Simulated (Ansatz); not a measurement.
# A hypothetical structure for Ca6SnW, part 2 of 2

This structure for Ca6SnW is made up. Its elements were placed in a known structure type with a cell scaled to their sizes. What cell does the guess relax to, and how far off was it?

Ansatz 0.2.0; DFT, PBEsol, plane-wave PAW, files of the set soft_1, scalar-relativistic, no spin, cell and ions relaxed at zero pressure; PAW set soft_1 (the session's first sound run).

So far: Starting point; Relaxation of the guess. The relaxed cell has a, b, c = 5.127, 9.637, 9.606 Å (conventional setting).

**3. Bands of the relaxed cell**

A second self-consistent run takes a narrower smearing and the mesh shown in its input; the bands follow along the standard path of the relaxed lattice.

This step: DFT, PBEsol, plane-wave PAW, files of the set soft_1, scalar-relativistic, no spin, bands and density of states at the relaxed cell; PAW set soft_1 (Ansatz 0.2.0).

input.yaml reads:

```yaml
crystal:
  lattice:
    - [5.1272734229, 0.0, 0.0]
    - [0.0, 4.8182705862, 4.803228689]
    - [0.0, -4.8182705862, 4.803228689]
  atoms:
    - { symbol: W, position: [0.5, 0.1841638936, 0.1841638936] }
    - { symbol: Sn, position: [0.5, 0.6048412821, 0.6048412821] }
    - { symbol: Ca, position: [0.0, 0.8044724096, 0.8044724096] }
    - { symbol: Ca, position: [0.0, 0.4088720882, 0.4088720882] }
    - { symbol: Ca, position: [0.0, 0.3038476097, 0.9409179988] }
    - { symbol: Ca, position: [0.0, 0.9409179988, 0.3038476097] }
    - { symbol: Ca, position: [0.5, 0.1118636475, 0.6491210707] }
    - { symbol: Ca, position: [0.5, 0.6491210707, 0.1118636475] }
kpoints:
  mp_grid: { grid: [6, 6, 6] }
  band_path:
    path:
      - [[0.0, 0.0, 0.0], [0.0, 0.49844151, 0.49844151], [0.0, 0.0, 0.5], [0.5, 0.0, 0.5], [0.5, 0.49844151, 0.49844151], [0.5, 0.0, 0.0], [0.0, 0.0, 0.0], [0.0, -0.5, 0.5], [0.0, -0.49844151, 0.50155849], [0.5, -0.49844151, 0.50155849], [0.5, -0.5, 0.5], [0.0, -0.5, 0.5]]
      - [[0.5, 0.0, 0.0], [0.5, -0.5, 0.5]]
    npoints: 6
scf:
  occupations: { method: fermi_dirac, width: 0.03 }
  n_extra_bands: 12
hamiltonian:
  xc: pbesol
  pseudopotentials: { kind: paw, azcp: { folder: soft_1 }, xc_functional: pbe }
output:
  forces: true
  stress: true
  write_bands: true
  dos: { projected: true }
  write_density: true
  write_potential: true
  elf: true
  volumetric_format: npy
```

On the command line:

```sh
$ ansatz run input.yaml --threads 4 --pin off --max-ram 10240MiB --backend cpu --events-out ev --progress --plain --runs-dir out
```

Numbers of over 12 decimals in the logs are rounded to 6 here.

Log:

```text
[...]
Crystal: 8 atoms, lattice volume = 237.324 Å³
Basis set: ecut = 420 eV, 4685 PW (Γ), exchange–correlation on 72×96×96 points (8 copies of the dense FFT grid, shifted against one another)
Bands: 56, of which v1, the nominal top of the filled ones, is band 44 counted from 1 (43 counted from 0)
Symmetry: 4 space group operations
[...]
k-points: 52 of 216 (time reversal used)
[...]
SCF iter   1: F=—  HF=-26979.286501 eV  |F-HF|=—  |Δ(HF+E_count)|=         —  Δρ=9.64e-2  dr2=8.48e1  ethr=3.10e-3  ⟨swp⟩=12.6  Hψ=16284  notcnv=0
[...]
SCF iter  12: F=-26967.459767 eV  HF=-26967.459767 eV  |F-HF|=3.20e-8  |Δ(HF+E_count)|=   2.19e-7  Δρ=2.56e-6  dr2=3.94e-8  ethr=1.14e-10  ⟨swp⟩=20.8  Hψ=24450  notcnv=0
SCF 1 converged in 12 iterations: F = -26967.459767 eV  dr2 = 3.94e-8
[...]
NSCF: frozen V_eff on 74 k-points
SCF converged after 12 iterations
Free energy (F): -26967.459767 eV
[...]
Internal energy: -26967.436470 eV  (E = F + TS)
E sigma→0 (E₀):  -26967.448119 eV
Entropy (-TS):   -0.023298 eV (-2.912 meV/atom)
Fermi energy:    7.981825 eV
[...]
--- Forces (eV/Å), atoms counted from 1 ---
  atom   1  W     -0.00000000     0.00000000     0.00644556
  atom   2  Sn    -0.00000000     0.00000000    -0.00527453
  atom   3  Ca     0.00000000     0.00000000     0.00334707
  atom   4  Ca    -0.00000000     0.00000000    -0.01000067
  atom   5  Ca    -0.00000000    -0.01620611     0.00103503
  atom   6  Ca     0.00000000     0.01620611     0.00103503
  atom   7  Ca     0.00000000    -0.00475029     0.00170550
  atom   8  Ca     0.00000000     0.00475029     0.00170550
  max |Σ_I F_I| component: 1.51e-6 eV/Å
--- Stress (GPa, compression-positive) ---
       -0.008095      -0.000000      -0.000000
       -0.000000      -0.036720       0.000000
       -0.000000       0.000000       0.002918
  P = ⅓ Tr σ = -0.0140 GPa (-0.140 kbar)
--- Band table (eV; the first three rows and the last of 52) ---
  k-point 0: bands = [... 40 lower, 7.0781, 7.3099, 7.5599, 7.6667, 8.1227, 8.5675, 8.9549, 9.0287, ... 8 higher]
  k-point 1: bands = [... 40 lower, 7.0667, 7.3967, 7.5684, 7.6799, 8.0863, 8.5121, 8.7986, 9.0449, ... 8 higher]
  k-point 2: bands = [... 40 lower, 7.2547, 7.5818, 7.5930, 7.7159, 7.9551, 8.4316, 8.5736, 9.0250, ... 8 higher]
  k-point 51: bands = [... 40 lower, 6.8256, 7.5685, 7.8321, 7.9021, 8.1193, 8.3054, 9.0005, 9.1266, ... 8 higher]
```

Elapsed: 14 s, on 4 threads of AMD EPYC 9B45 (Zen 5), shared host; peak memory 1.2 GiB.

Numbers from this step:

- free energy: -26967.4598 eV
- energy at zero smearing: -26967.4481 eV
- smearing term TS: 0.02330 eV
- Fermi energy: 7.982 eV
- pressure: -0.01397 GPa

From bands.tsv, the bands that come nearest the Fermi level along the path, at its corners, in eV from the Fermi level:

| point | band 41 | band 42 | band 43 | band 44 | band 45 | band 46 | band 47 | band 48 |
| --- | --- | --- | --- | --- | --- | --- | --- | --- |
| Γ | -0.90 | -0.67 | -0.42 | -0.32 | 0.14 | 0.59 | 0.97 | 1.05 |
| X | -0.54 | -0.29 | -0.23 | -0.06 | -0.05 | 0.66 | 0.81 | 0.88 |
| S | -0.63 | -0.39 | -0.31 | -0.24 | -0.10 | 0.38 | 0.51 | 1.00 |
| R | -0.66 | -0.56 | -0.23 | 0.18 | 0.21 | 0.35 | 0.61 | 0.76 |
| A | -1.16 | -0.41 | -0.15 | -0.08 | 0.14 | 0.32 | 1.02 | 1.14 |
| Z | -0.88 | -0.60 | -0.35 | -0.24 | 0.18 | 0.38 | 0.77 | 0.95 |
| Γ | -0.90 | -0.67 | -0.42 | -0.32 | 0.14 | 0.59 | 0.97 | 1.05 |
| Y | -0.54 | -0.29 | -0.23 | -0.06 | -0.05 | 0.66 | 0.81 | 0.88 |
| X1 | -0.54 | -0.29 | -0.23 | -0.06 | -0.05 | 0.66 | 0.81 | 0.88 |
| A1 | -1.16 | -0.41 | -0.15 | -0.08 | 0.14 | 0.32 | 1.02 | 1.14 |
| T | -1.16 | -0.41 | -0.15 | -0.08 | 0.14 | 0.32 | 1.02 | 1.14 |
| Y | -0.54 | -0.29 | -0.23 | -0.06 | -0.05 | 0.66 | 0.81 | 0.88 |
| Z | -0.88 | -0.60 | -0.35 | -0.24 | 0.18 | 0.38 | 0.77 | 0.95 |
| T | -1.16 | -0.41 | -0.15 | -0.08 | 0.14 | 0.32 | 1.02 | 1.14 |

States per cell as run, both spins, in windows of 1 eV, from dos.tsv (zero at the Fermi level):

| from | to | total |
| --- | --- | --- |
| -8 | -7 | 0.67 |
| -7 | -6 | 1.33 |
| -6 | -5 | 0.00 |
| -5 | -4 | 0.00 |
| -4 | -3 | 1.85 |
| -3 | -2 | 2.75 |
| -2 | -1 | 4.87 |
| -1 | 0 | 10.49 |
| 0 | 1 | 7.83 |
| 1 | 2 | 8.37 |

Below -8 eV lie 66.0 more states.

ELF in the bc plane of the cell as run, not the conventional one, at fractional x = 0.500, with atoms of W and Sn and Ca within 0.2 Å of it. It is the smooth field of the valence electrons, not physical close to the nuclei.

Ten even steps from '0' (0.00) to '9' (0.84), each cell a mean:
```
5444444321023210256
4434444332111112455
1111123344555544442
1332112455555666420
5898401454434466411
9999811553211346512
9999821543000145513
8999712542000135512
4786213653100245510
0121124664323345421
2222334566544555432
4433322456655544333
3334311244321112344
3367741232112101244
3574673331278841144
3672474321699982144
2467763322899993134
2246533421799983144
4223333420489951145
```
Columns run along b (6.8 Å), rows up along c (6.8 Å). Atoms in or near the plane, at fractional coordinates: W at (0.18, 0.18), Sn at (0.60, 0.60), Ca at (0.11, 0.65), Ca at (0.65, 0.11).

Electrostatic potential energy in the bc plane of the cell as run, not the conventional one, at fractional x = 0.500, with atoms of W and Sn and Ca within 0.2 Å of it. With pseudopotentials it is smooth inside the atoms' cores, unlike the true potential.

Ten even steps from '_' (-49 eV) to '@' (12 eV), each cell a mean:
```
@@@@@@@@@@@@@@@@@@@@%%%%##%%%%@@@@@@@@
@@@@@@@@@@@@@@@@@@@@@@@@@@@@@@@@@@@@@@
@@@@@@@@@@@@@@@@@@@@@@@@@@@@@@@@@@@@@@
%%%%##%%%%@@@@@@@@@@@@@@@@@@@@@@@@@@@@
##==--++##%%@@@@@@%%##****%%@@@@@@@@%%
==____..++%%@@@@@@##==++==++%%@@@@@@%%
--______==%%@@@@%%++**@@@@==**@@@@@@##
++..__::**%%@@@@%%++##@@@@++**@@@@@@%%
##++++**%%@@@@@@%%**++##**==##@@@@@@%%
@@%%%%%%@@@@@@@@@@%%**++++##%%@@@@@@@@
@@@@@@@@@@@@@@@@@@@@%%%%%%@@@@@@@@@@@@
@@@@@@@@@@@@@@@@@@@@@@@@@@@@@@@@@@@@@@
@@%%##****%%@@@@@@@@@@@@@@@@@@@@@@@@@@
@@##--::::++%%@@@@@@@@%%%%%%%%@@@@@@@@
%%++::....::**@@@@@@%%**==++##%%@@@@@@
%%==..::..::**@@@@%%**::__..++%%@@@@@@
%%++::..::--##@@@@%%++______--##@@@@@@
@@%%++==++##%%@@@@%%++..____==%%@@@@@@
@@@@%%%%%%@@@@@@@@@@##++--==##%%@@@@@@
```
Columns run along b (6.8 Å; values clipped at the 3rd and 97th percentile), rows up along c (6.8 Å). Atoms in or near the plane, at fractional coordinates: W at (0.18, 0.18), Sn at (0.60, 0.60), Ca at (0.11, 0.65), Ca at (0.65, 0.11).

Valence density in the bc plane of the cell as run, not the conventional one, at fractional x = 0.500, with atoms of W and Sn and Ca within 0.2 Å of it. It is the smooth field of the valence electrons, not physical close to the nuclei.

Values in units of 1e0 e/Å³, 10 rows by 16 columns, each cell a mean:
```
0.1 0.1 0.1 0.1 0.1 0.1 0.1 0.1 0.1 0.1 0.2 0.2 0.1 0.1 0.1 0.1
0.1 0.1 0.1 0.1 0.1 0.1 0.1 0.1 0.1 0.1 0.1 0.1 0.1 0.1 0.1 0.1
0.9 2.6 2.6 1.0 0.2 0.1 0.1 0.2 0.5 1.2 1.1 0.4 0.2 0.1 0.1 0.1
2.2 5.5 5.5 2.3 0.3 0.1 0.2 0.5 3.2 8.6 7.9 2.2 0.4 0.1 0.1 0.3
0.5 1.4 1.4 0.5 0.1 0.1 0.2 0.4 2.0 5.4 4.9 1.4 0.3 0.1 0.1 0.1
0.1 0.1 0.2 0.1 0.1 0.1 0.1 0.2 0.3 0.4 0.4 0.2 0.1 0.1 0.1 0.1
0.2 0.3 0.7 0.8 0.4 0.2 0.1 0.1 0.1 0.1 0.1 0.1 0.1 0.1 0.1 0.1
0.4 1.8 4.4 4.8 2.8 0.6 0.2 0.1 0.2 0.6 1.2 0.8 0.2 0.1 0.1 0.1
0.4 1.8 4.5 4.9 2.9 0.6 0.2 0.2 0.7 3.4 5.9 4.2 1.1 0.1 0.1 0.1
0.1 0.3 0.8 0.9 0.5 0.2 0.1 0.1 0.4 1.9 3.5 2.4 0.6 0.1 0.1 0.1
```
Columns run along b (6.8 Å), rows up along c (6.8 Å). Atoms in or near the plane, at fractional coordinates: W at (0.18, 0.18), Sn at (0.60, 0.60), Ca at (0.11, 0.65), Ca at (0.65, 0.11).

**4. Summary of results**

```json
{
 "space group, relaxed": "Amm2",
 "conventional cell": "a = 5.127, b = 9.637, c = 9.606 Å; α = 90.0°, β = 90.0°, γ = 90.0°",
 "volume per atom": "29.67 Å³ (guess 32.88)"
}
```

In words: Ca6SnW relaxes to Amm2 with a = 5.127, b = 9.637 and c = 9.606 Å. The guessed volume was 11 % too large. The space group Amm2 was held in the relaxation, so the end point is a stationary structure within it and may be a saddle against distortions or other arrangements. Bands cross the Fermi level, so it is a metal or semimetal at this level. On the 6×6×6 mesh with the narrower smearing (relaxed on 5×5×5) the largest force component is 0.016 eV/Å and the largest stress component is 0.037 GPa, against the relaxation's thresholds of 0.015 eV/Å and 0.05 GPa. The cutoff wasn't tested. A vector of the cell changed its length by 13 %, more than the volume shows. Spin-orbit coupling is left out, which can matter for elements this heavy. No dispersion term is used, so weakly bound directions may come out too long. The runs have no spin, and magnetism wasn't tested. Nothing here tests whether the compound is stable against decomposition.

[Logs are printed without paths, hosts, clocks, repeated set-up lines and the standing remarks that a program may print on its own settings, such as how far it seeks lower states.]

[Hosts, paths, dates, database ids (printed as entryN), source tags and the programs' standing remarks are cut or masked in the printed files.]
